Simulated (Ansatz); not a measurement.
# ZnS (F-43m): converging a phonon calculation, part 3 of 3

How do the frequencies of ZnS (F-43m) move with q mesh, k mesh and cutoff?

Ansatz 0.2.0; DFT PBE, scalar-relativistic, plane waves, PAW.

So far. Step 9 (Another k mesh, q mesh 2×2×2): The highest optical mode at the zone centre (no LO-TO term) is 260.0 cm⁻¹, +0.0 cm⁻¹ against the base run. Step 10 (Another k mesh, k-mesh 18×18×18, q mesh 2×2×2): The highest optical mode at the zone centre (no LO-TO term) is 260.0 cm⁻¹, +0.0 cm⁻¹ against the base run. The relaxed cell has a = 5.444 Å (conventional setting).

The database entry behind the starting cell differs from later determinations by our own check (about 0.1 % short), so it need not match the best structure at ambient conditions.

### 12. Another cutoff, cutoff 170 eV, q mesh 2×2×2

The cutoff is set to 170 eV on a small fixed q mesh.

The input, input.yaml:

```yaml
crystal:
  lattice:
    - [0.0, 2.7217991408, 2.7217991408]
    - [2.7217991408, 0.0, 2.7217991408]
    - [2.7217991408, 2.7217991408, 0.0]
  atoms:
    - { symbol: Zn, position: [0.25, 0.25, 0.25] }
    - { symbol: S, position: [0.0, 0.0, 0.0] }
kpoints:
  mp_grid: { grid: [12, 12, 12] }
hamiltonian:
  xc: pbe
scf:
  occupations: { method: fixed }
output:
  eigenvalues: true
phonons:
  method: dfpt
  qmesh: [2, 2, 2]
  temperatures: { t_max: 1000, t_step: 50 }
  qpath:
    path:
      - [[0.0, 0.0, 0.0], [-0.5, -0.5, 0.0], [-0.375, -0.375, 0.25]]
      - [[-0.375, 0.0, 0.375], [0.0, 0.0, 0.0], [0.0, 0.0, 0.5], [-0.5, -0.25, 0.25], [-0.5, -0.5, 0.0]]
    npoints: 10
basis:
  ecutwfc: 170
```

On the command line:

```console
$ ansatz run input.yaml --threads 4 --pin off --max-ram 7168MiB --backend cpu --events-out ev --progress --plain --runs-dir out
```

Numbers of over 12 decimals in the logs are rounded to 6 here.

The log of the run:

```text
Warning: basis.ecutwfc = 170 eV is below the records' recommended 420 eV, and the density's cutoff is lower with it unless basis.ecutrho_ratio is high enough to keep the records' density cutoff: compare with a run at a higher cutoff
[...]
Crystal: 2 atoms, lattice volume = 40.327 Å³
Basis set: ecut = 170 eV, 181 PW (Γ), exchange–correlation on 36×36×36 points (8 copies of the dense FFT grid, shifted against one another)
Bands: 13, of which v1, the nominal top of the filled ones, is band 9 counted from 1 (8 counted from 0)
Symmetry: 24 space group operations
k-points: 72 of 1728 (time reversal used)
[...]
SCF iter   1: F=—  HF=-4210.306487 eV  |F-HF|=—  |Δ(HF+E_count)|=         —  Δρ=1.36e-1  dr2=3.50e0  ethr=1.77e-3  ⟨swp⟩=4.4  Hψ=4807  notcnv=0  defer=62
[...]
SCF iter   9: F=-4205.588869 eV  HF=-4205.588869 eV  |F-HF|=9.09e-13  |Δ(HF+E_count)|=  2.73e-11  Δρ=6.38e-8  dr2=1.23e-12  ethr=1.00e-12  ⟨swp⟩=5.9  Hψ=4585  notcnv=0
SCF 1 converged in 9 iterations: F = -4205.588869 eV  dr2 = 1.23e-12
[...]
k-points: 280 of 1728 (irreducible under 4 space group operations, time reversal used)
[...]
SCF iter   3: F=-4205.588869 eV  HF=-4205.588869 eV  |F-HF|=9.09e-13  |Δ(HF+E_count)|=    0.00e0  Δρ=3.96e-8  dr2=5.54e-13  ethr=1.00e-12  ⟨swp⟩=1.0  Hψ=8400  notcnv=0
SCF 2 converged in 3 iterations: F = -4205.588869 eV  dr2 = 5.54e-13
[...]
SCF converged after 9 iterations
Free energy (F): -4205.588869 eV
[...]
Internal energy: -4205.588869 eV  (E = F + TS)
E sigma→0 (E₀):  -4205.588869 eV
Fermi energy:    5.269082 eV
[...]
--- Band table (eV; the first three rows and the last of 72) ---
  k-point 0: bands = [... 5 lower, -4.8966, 5.2691, 5.2691, 5.2691, 7.5619, 12.0172, 12.0172, 12.0172]
  k-point 1: bands = [... 5 lower, -4.8869, 4.6845, 5.2104, 5.2104, 8.0299, 11.9113, 12.1308, 12.1308]
  k-point 2: bands = [... 5 lower, -5.0353, 3.4571, 4.9956, 4.9956, 8.5710, 11.8878, 12.3824, 12.3824]
  k-point 71: bands = [... 5 lower, -4.5322, 0.7872, 2.4945, 2.7786, 11.2001, 11.2349, 13.3669, 13.8229]
[...]
ASR residual: 1.169e-3 → 0.000e0 eV/Å²; symmetrization residual: 7.270e-6 eV/Å²
  ASR residual per site (eV/Å²): 1.17e-3 1.14e-3
  Γ frequencies (cm⁻¹): 0.00 0.00 0.00 271.63 271.63 271.63
  Unit cell's response to a homogeneous field, on a k mesh of 12×12×12: 1 representative field direction (Σ response iterations 8)
  ε∞ (high-frequency dielectric tensor):
        5.750020     0.000000    -0.000000
       -0.000000     5.750020     0.000000
        0.000000    -0.000000     5.750020
  ε⁰ (static dielectric tensor): not given — the deck does not say what the cell's rigid motions are, and on a molecule in a box or a wire the rigid rotations would enter the sum over the modes at Γ. For a crystal or a slab, whose only rigid motions are the translations, set phonons.rigid_motions: translations.
  Born effective charges Z* (e; rows j = field, columns β = displacement):
    site 0:
         2.14001   -0.00000   -0.00000
         0.00000    2.14001   -0.00000
        -0.00000   -0.00000    2.14001
    site 1:
        -2.14001    0.00000    0.00000
        -0.00000   -2.14001    0.00000
         0.00000    0.00000   -2.14001
  Z* charge neutrality: 4.003e-5 e pre-enforcement
  k-mesh period / interband length: 46.2 Å / 2.80 Å = 16.51 at k = (0.0000, 0.0000, 0.0000), direct gap 2.293 eV — 14 or more, which is no proof of convergence
  optical modes at Γ without the LO–TO term, one row a degenerate level:
      ω (cm⁻¹)  modes    IR ((D/Å)²/amu)
        271.63      3            14.7348
  optical modes at Γ + LO–TO along q̂ = [1.0000, 0.0000, 0.0000]:
      ω (cm⁻¹)  modes    IR ((D/Å)²/amu)
        271.63      2             9.8232
        344.91      1             4.9116
  optical modes at Γ + LO–TO along q̂ = [0.0000, 1.0000, 0.0000]:
      ω (cm⁻¹)  modes    IR ((D/Å)²/amu)
        271.63      2             9.8232
        344.91      1             4.9116
  optical modes at Γ + LO–TO along q̂ = [0.0000, 0.0000, 1.0000]:
      ω (cm⁻¹)  modes    IR ((D/Å)²/amu)
        271.63      2             9.8232
        344.91      1             4.9116
--- Phonons (arbitrary-q DFPT): 3 irreducible q on the 2×2×2 mesh ---
[...]
interpolated dispersion: 63 rows × 6 modes
[...]
```

Run time: 20 s. Hardware: 4 threads of Arm Neoverse V2, shared host; peak memory 0.56 GiB.

The run finished; it serves as a test, and its numbers are not taken as the result.

### 13. Another cutoff, cutoff 230 eV, q mesh 2×2×2

The cutoff is set to 230 eV on a small fixed q mesh.

Edit input.yaml of step 12 so:

```diff
@@ -26,2 +26,2 @@
 basis:
-  ecutwfc: 170
+  ecutwfc: 230
```

The log of the run:

```text
[...]
Crystal: 2 atoms, lattice volume = 40.327 Å³
Basis set: ecut = 230 eV, 331 PW (Γ), exchange–correlation on 40×40×40 points (8 copies of the dense FFT grid, shifted against one another)
Bands: 13, of which v1, the nominal top of the filled ones, is band 9 counted from 1 (8 counted from 0)
Symmetry: 24 space group operations
k-points: 72 of 1728 (time reversal used)
[...]
SCF iter   1: F=—  HF=-4220.664356 eV  |F-HF|=—  |Δ(HF+E_count)|=         —  Δρ=2.61e-2  dr2=1.20e-1  ethr=1.77e-3  ⟨swp⟩=4.9  Hψ=4805  notcnv=0  defer=137
[...]
SCF iter   9: F=-4220.259922 eV  HF=-4220.259922 eV  |F-HF|=1.82e-12  |Δ(HF+E_count)|=  9.09e-12  Δρ=1.24e-8  dr2=4.69e-14  ethr=1.00e-12  ⟨swp⟩=5.1  Hψ=3908  notcnv=0
SCF 1 converged in 9 iterations: F = -4220.259922 eV  dr2 = 4.69e-14
[...]
k-points: 280 of 1728 (irreducible under 4 space group operations, time reversal used)
[...]
SCF iter   3: F=-4220.259922 eV  HF=-4220.259922 eV  |F-HF|=1.64e-11  |Δ(HF+E_count)|=  3.27e-11  Δρ=2.91e-7  dr2=1.70e-11  ethr=1.00e-12  ⟨swp⟩=1.0  Hψ=9800  notcnv=0
SCF 2 converged in 3 iterations: F = -4220.259922 eV  dr2 = 1.70e-11
[...]
SCF converged after 9 iterations
Free energy (F): -4220.259922 eV
[...]
Internal energy: -4220.259922 eV  (E = F + TS)
E sigma→0 (E₀):  -4220.259922 eV
Fermi energy:    5.343716 eV
[...]
--- Band table (eV; the first three rows and the last of 72) ---
  k-point 0: bands = [... 5 lower, -1.6891, 5.3437, 5.3437, 5.3437, 7.5230, 11.9436, 11.9436, 11.9436]
  k-point 1: bands = [... 5 lower, -1.6731, 4.7709, 5.2821, 5.2821, 7.9902, 11.8609, 12.0614, 12.0614]
  k-point 2: bands = [... 5 lower, -1.6341, 3.6843, 5.1268, 5.1268, 8.6545, 11.8750, 12.3388, 12.3388]
  k-point 71: bands = [... 5 lower, -1.2440, 0.9748, 2.7113, 2.8294, 11.1965, 11.4404, 13.3446, 13.7269]
[...]
ASR residual: 3.785e-5 → 0.000e0 eV/Å²; symmetrization residual: 1.496e-7 eV/Å²
  ASR residual per site (eV/Å²): 3.79e-5 2.50e-6
  Γ frequencies (cm⁻¹): 0.00 0.00 0.00 260.26 260.26 260.26
[...]
ε∞ (high-frequency dielectric tensor):
        5.746349     0.000000    -0.000000
       -0.000000     5.746349     0.000000
        0.000000    -0.000000     5.746349
[...]
Born effective charges Z* (e; rows j = field, columns β = displacement):
    site 0:
         2.04459   -0.00000    0.00000
         0.00000    2.04459   -0.00000
        -0.00000   -0.00000    2.04459
    site 1:
        -2.04459    0.00000   -0.00000
         0.00000   -2.04459    0.00000
         0.00000    0.00000   -2.04459
  Z* charge neutrality: 4.146e-6 e pre-enforcement
[...]
optical modes at Γ without the LO–TO term, one row a degenerate level:
      ω (cm⁻¹)  modes    IR ((D/Å)²/amu)
        260.26      3            13.4501
  optical modes at Γ + LO–TO along q̂ = [1.0000, 0.0000, 0.0000]:
      ω (cm⁻¹)  modes    IR ((D/Å)²/amu)
        260.26      2             8.9667
        330.15      1             4.4834
  optical modes at Γ + LO–TO along q̂ = [0.0000, 1.0000, 0.0000]:
      ω (cm⁻¹)  modes    IR ((D/Å)²/amu)
        260.26      2             8.9667
        330.15      1             4.4834
  optical modes at Γ + LO–TO along q̂ = [0.0000, 0.0000, 1.0000]:
      ω (cm⁻¹)  modes    IR ((D/Å)²/amu)
        260.26      2             8.9667
        330.15      1             4.4834
--- Phonons (arbitrary-q DFPT): 3 irreducible q on the 2×2×2 mesh ---
[...]
interpolated dispersion: 63 rows × 6 modes
[...]
```

The job ended after 22 s (4 threads; peak memory 0.59 GiB).

The run finished; it serves as a test, and its numbers are not taken as the result.

### 14. Another cutoff, cutoff 290 eV, q mesh 2×2×2

The cutoff is set to 290 eV on a small fixed q mesh.

Edit input.yaml of step 13 so:

```diff
@@ -26,2 +26,2 @@
 basis:
-  ecutwfc: 230
+  ecutwfc: 290
```

The log of the run:

```text
[...]
Crystal: 2 atoms, lattice volume = 40.327 Å³
Basis set: ecut = 290 eV, 459 PW (Γ), exchange–correlation on 48×48×48 points (8 copies of the dense FFT grid, shifted against one another)
Bands: 13, of which v1, the nominal top of the filled ones, is band 9 counted from 1 (8 counted from 0)
Symmetry: 24 space group operations
k-points: 72 of 1728 (time reversal used)
[...]
SCF iter   1: F=—  HF=-4222.541964 eV  |F-HF|=—  |Δ(HF+E_count)|=         —  Δρ=2.82e-3  dr2=1.25e-3  ethr=1.77e-3  ⟨swp⟩=5.2  Hψ=4848  notcnv=0  defer=134
[...]
SCF iter   9: F=-4222.531828 eV  HF=-4222.531828 eV  |F-HF|=0.00e0  |Δ(HF+E_count)|=  2.73e-12  Δρ=9.55e-9  dr2=2.88e-14  ethr=1.00e-12  ⟨swp⟩=6.0  Hψ=4756  notcnv=0
SCF 1 converged in 9 iterations: F = -4222.531828 eV  dr2 = 2.88e-14
[...]
k-points: 280 of 1728 (irreducible under 4 space group operations, time reversal used)
[...]
SCF iter   3: F=-4222.531828 eV  HF=-4222.531828 eV  |F-HF|=1.00e-11  |Δ(HF+E_count)|=  2.82e-11  Δρ=2.45e-7  dr2=1.04e-11  ethr=1.00e-12  ⟨swp⟩=1.0  Hψ=10048  notcnv=0
SCF 2 converged in 3 iterations: F = -4222.531828 eV  dr2 = 1.04e-11
[...]
SCF converged after 9 iterations
Free energy (F): -4222.531828 eV
[...]
Internal energy: -4222.531828 eV  (E = F + TS)
E sigma→0 (E₀):  -4222.531828 eV
Fermi energy:    5.483545 eV
[...]
--- Band table (eV; the first three rows and the last of 72) ---
  k-point 0: bands = [... 5 lower, -0.4679, 5.4835, 5.4835, 5.4835, 7.5268, 11.9129, 11.9129, 11.9129]
  k-point 1: bands = [... 5 lower, -0.4661, 4.9008, 5.4208, 5.4208, 7.9937, 11.8338, 12.0329, 12.0329]
  k-point 2: bands = [... 5 lower, -0.4726, 3.8193, 5.2485, 5.2485, 8.6413, 11.8635, 12.3033, 12.3033]
  k-point 71: bands = [... 5 lower, -0.0853, 1.0116, 2.8476, 2.8584, 11.2110, 11.4496, 13.3268, 13.7350]
[...]
ASR residual: 2.115e-5 → 0.000e0 eV/Å²; symmetrization residual: 1.079e-6 eV/Å²
  ASR residual per site (eV/Å²): 2.12e-5 7.00e-6
  Γ frequencies (cm⁻¹): 0.00 0.00 0.00 259.83 259.83 259.83
[...]
ε∞ (high-frequency dielectric tensor):
        5.907976     0.000000    -0.000000
       -0.000000     5.907976     0.000000
        0.000000    -0.000000     5.907976
[...]
Born effective charges Z* (e; rows j = field, columns β = displacement):
    site 0:
         2.02999   -0.00000    0.00000
         0.00000    2.02999   -0.00000
        -0.00000   -0.00000    2.02999
    site 1:
        -2.02999    0.00000   -0.00000
         0.00000   -2.02999    0.00000
         0.00000    0.00000   -2.02999
  Z* charge neutrality: 1.946e-5 e pre-enforcement
[...]
optical modes at Γ without the LO–TO term, one row a degenerate level:
      ω (cm⁻¹)  modes    IR ((D/Å)²/amu)
        259.83      3            13.2587
  optical modes at Γ + LO–TO along q̂ = [1.0000, 0.0000, 0.0000]:
      ω (cm⁻¹)  modes    IR ((D/Å)²/amu)
        259.83      2             8.8391
        327.22      1             4.4196
  optical modes at Γ + LO–TO along q̂ = [0.0000, 1.0000, 0.0000]:
      ω (cm⁻¹)  modes    IR ((D/Å)²/amu)
        259.83      2             8.8391
        327.22      1             4.4196
  optical modes at Γ + LO–TO along q̂ = [0.0000, 0.0000, 1.0000]:
      ω (cm⁻¹)  modes    IR ((D/Å)²/amu)
        259.83      2             8.8391
        327.22      1             4.4196
--- Phonons (arbitrary-q DFPT): 3 irreducible q on the 2×2×2 mesh ---
[...]
interpolated dispersion: 63 rows × 6 modes
[...]
```

Elapsed: 27 s, on 4 threads; peak memory 0.76 GiB.

The run finished; it serves as a test, and its numbers are not taken as the result.

### 15. Another cutoff, cutoff 360 eV, q mesh 2×2×2

The cutoff is set to 360 eV on a small fixed q mesh.

Edit input.yaml of step 14 so:

```diff
@@ -26,2 +26,2 @@
 basis:
-  ecutwfc: 290
+  ecutwfc: 360
```

The log of the run:

```text
[...]
Crystal: 2 atoms, lattice volume = 40.327 Å³
Basis set: ecut = 360 eV, 609 PW (Γ), exchange–correlation on 48×48×48 points (8 copies of the dense FFT grid, shifted against one another)
Bands: 13, of which v1, the nominal top of the filled ones, is band 9 counted from 1 (8 counted from 0)
Symmetry: 24 space group operations
k-points: 72 of 1728 (time reversal used)
[...]
optical modes at Γ + LO–TO along q̂ = [0.0000, 1.0000, 0.0000]:
      ω (cm⁻¹)  modes    IR ((D/Å)²/amu)
        260.23      2             8.7916
        326.86      1             4.3958
  optical modes at Γ + LO–TO along q̂ = [0.0000, 0.0000, 1.0000]:
      ω (cm⁻¹)  modes    IR ((D/Å)²/amu)
        260.23      2             8.7916
        326.86      1             4.3958
--- Phonons (arbitrary-q DFPT): 3 irreducible q on the 2×2×2 mesh ---
[...]
interpolated dispersion: 63 rows × 6 modes
[...]
[key lines of the parts left out:]
SCF converged after 8 iterations
Free energy (F): -4222.727574 eV
Fermi energy:    5.507402 eV
```

Elapsed: 30 s, on 4 threads; peak memory 0.89 GiB; 1.9 min of CPU time.

Frequencies (cm⁻¹) solved at each irreducible wavevector; negative means imaginary. Frequencies by wavevector, by row:

```tsv
q in reciprocal lattice units	star	mode 1	mode 2	mode 3	mode 4	mode 5	mode 6
0 0 0	1	0	0	0	260.2	260.2	260.2
0 0 -0.5	4	70.5	70.5	188.7	273.9	273.9	319.9
0 -0.5 -0.5	3	89.3	89.3	203.8	293.4	293.4	309.4
```

The highest optical mode at the zone centre (no LO-TO term) is 260.2 cm⁻¹, +0.2 cm⁻¹ against the base run.

### 16. Another cutoff, cutoff 550 eV, q mesh 2×2×2

The cutoff is set to 550 eV on a small fixed q mesh.

Edit input.yaml of step 15 so:

```diff
@@ -26,2 +26,2 @@
 basis:
-  ecutwfc: 360
+  ecutwfc: 550
```

The log of the run:

```text
[...]
Crystal: 2 atoms, lattice volume = 40.327 Å³
Basis set: ecut = 550 eV, 1243 PW (Γ), exchange–correlation on 60×60×60 points (8 copies of the dense FFT grid, shifted against one another)
Bands: 13, of which v1, the nominal top of the filled ones, is band 9 counted from 1 (8 counted from 0)
Symmetry: 24 space group operations
k-points: 72 of 1728 (time reversal used)
[...]
optical modes at Γ + LO–TO along q̂ = [0.0000, 1.0000, 0.0000]:
      ω (cm⁻¹)  modes    IR ((D/Å)²/amu)
        260.10      2             8.7827
        326.66      1             4.3914
  optical modes at Γ + LO–TO along q̂ = [0.0000, 0.0000, 1.0000]:
      ω (cm⁻¹)  modes    IR ((D/Å)²/amu)
        260.10      2             8.7827
        326.66      1             4.3914
--- Phonons (arbitrary-q DFPT): 3 irreducible q on the 2×2×2 mesh ---
[...]
interpolated dispersion: 63 rows × 6 modes
[...]
[key lines of the parts left out:]
SCF converged after 8 iterations
Free energy (F): -4222.737543 eV
Fermi energy:    5.503387 eV
```

The job ended after 73 s (4 threads; peak memory 1.3 GiB).

Frequencies (cm⁻¹) solved at each irreducible wavevector; negative means imaginary. Frequencies by wavevector, by row:

```tsv
q in reciprocal lattice units	star	mode 1	mode 2	mode 3	mode 4	mode 5	mode 6
0 0 0	1	0	0	0	260.1	260.1	260.1
0 0 -0.5	4	70.9	70.9	189.1	273.8	273.8	319.8
0 -0.5 -0.5	3	89.8	89.8	204.1	293.2	293.2	309.2
```

The highest optical mode at the zone centre (no LO-TO term) is 260.1 cm⁻¹, +0.1 cm⁻¹ against the base run.

### 17. What came out

```yaml
mean_frequency_q_mesh_2x2x2: 203 cm⁻¹
mean_frequency_q_mesh_3x3x3: 204 cm⁻¹
highest_optical_mode_at_the_zone_centre_no_lo_to_term_k_mesh_4x4x4: 260 cm⁻¹
highest_optical_mode_at_the_zone_centre_no_lo_to_term_k_mesh_6x6x6: 260 cm⁻¹
highest_optical_mode_at_the_zone_centre_no_lo_to_term_k_mesh_8x8x8: 260 cm⁻¹
highest_optical_mode_at_the_zone_centre_no_lo_to_term_k_mesh_12x12x12: 260 cm⁻¹
highest_optical_mode_at_the_zone_centre_no_lo_to_term_k_mesh_18x18x18: 260 cm⁻¹
highest_optical_mode_at_the_zone_centre_no_lo_to_term_cutoff_170_ev: 272 cm⁻¹
highest_optical_mode_at_the_zone_centre_no_lo_to_term_cutoff_230_ev: 260 cm⁻¹
highest_optical_mode_at_the_zone_centre_no_lo_to_term_cutoff_290_ev: 260 cm⁻¹
highest_optical_mode_at_the_zone_centre_no_lo_to_term_cutoff_360_ev: 260 cm⁻¹
highest_optical_mode_at_the_zone_centre_no_lo_to_term_cutoff_550_ev: 260 cm⁻¹
```

In words: Over the whole q mesh series, coarse runs included, the mean frequency runs from 202.9 to 204.0 cm⁻¹; from 2×2×2 on it stays within 1.1 cm⁻¹ of the finest run (4×4×4), against a tolerance of 2.0. Over the whole k mesh series, coarse runs included, the lowest mode on the q mesh (acoustic modes at Γ apart) runs from 70.0 to 70.9 cm⁻¹; from 4×4×4 on all solved modes stay within 2.7 cm⁻¹ of the finest run (18×18×18), against a tolerance of 3.2. Over the whole cutoff series, coarse runs included, the lowest mode on the q mesh (acoustic modes at Γ apart) runs from 64.1 to 75.2 cm⁻¹; from 290 eV on all solved modes stay within 2.2 cm⁻¹ of the finest run (550 eV), against a tolerance of 3.2. All runs share the cell relaxed at the base settings, which is not exactly at rest under another k mesh or cutoff. The program warns that the interpolation holds no quadrupole term, so branches close to Γ can be off in this crystal. These are harmonic frequencies at zero temperature: anharmonic shifts, linewidths and thermal expansion are left out.

[Logs are printed without paths, hosts, clocks, repeated set-up lines and the standing remarks that a program may print on its own settings, such as how far it seeks lower states.]

[Hosts, paths, dates, database ids (printed as entryN), source tags and the programs' standing remarks are cut or masked in the printed files.]
